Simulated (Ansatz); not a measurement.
Planning a run of Ansatz 0.2.0 on Si3H4C3 (hydrogen-terminated (110) film, 3 layers). The input:

```yaml
crystal:
  lattice:
    - [3.082985566, 0.0, 0.0]
    - [0.0, 4.36, 0.0]
    - [0.0, 0.0, 34.2]
  atoms:
    - { symbol: Si, position: [1.0, 0.0043723488, 0.4558500579] }
    - { symbol: C, position: [1.0, 0.7500028211, 0.5] }
    - { symbol: Si, position: [0.5, 0.5037121265, 0.5] }
    - { symbol: C, position: [0.5, 0.2445739916, 0.4563536953] }
    - { symbol: Si, position: [0.0, 0.0043723488, 0.5441499421] }
    - { symbol: C, position: [0.5, 0.2445739916, 0.5436463047] }
    - { symbol: H, position: [1.0, 0.8080136711, 0.4195746327] }
    - { symbol: H, position: [0.5, 0.3882145997, 0.4296265079] }
    - { symbol: H, position: [1.0, 0.8080136711, 0.5804253673] }
    - { symbol: H, position: [0.5, 0.3882145997, 0.5703734921] }
  periodic: [true, true, false]
kpoints:
  mp_grid: { grid: [6, 4, 1] }
hamiltonian:
  xc: lda
  pseudopotentials: { kind: paw, azcp: { folder: soft_1 }, xc_functional: pbe }
scf:
  occupations: { method: fixed }
gw:
  n_empty_bands: 274
  ecut_chi: 41
  qp_bands: [v3, c3]
  qp_kpoints: band_edges
  screening: { model: contour_deformation }
```

```sh
ansatz run input.yaml --threads 3 --pin off --max-ram 92160MiB --backend cuda --events-out ev --progress --plain --runs-dir out --devices 1 --max-vram 13GiB
```

**Question.** Estimate wall time and host memory on 1 × NVIDIA H100 80GB HBM3 (shared by 6 runs) with 3 threads of AMD EPYC 7R13 (Zen 3), shared host.

It took 35 s; on shared hardware allow 18 s to 71 s. Peak host memory was 1.8 GiB. The sizes that set the cost: 8967 plane waves a state, 12 irreducible k points, 288 bands summed, 281 plane waves in the screening and 9 SCF cycles.

The screening grows as filled bands × empty bands × pairs of k points, times the square of the screening basis for the matrix.

[Paths, hosts, dates, memory and timing lines, banners, echoed tables and standing remarks are left out of the program output.]

[Logs are printed without paths, hosts, clocks, repeated set-up lines and the standing remarks that a program may print on its own settings, such as how far it seeks lower states.]

[Runs of the session that timed out or met a known fault of the program may be left out.]

[Cells called generated may have been cut or substituted from an entry of the Crystallography Open Database or the Materials Project.]

[Hosts, paths, dates, database ids (printed as entryN), source tags and the programs' standing remarks are cut or masked in the printed files.]
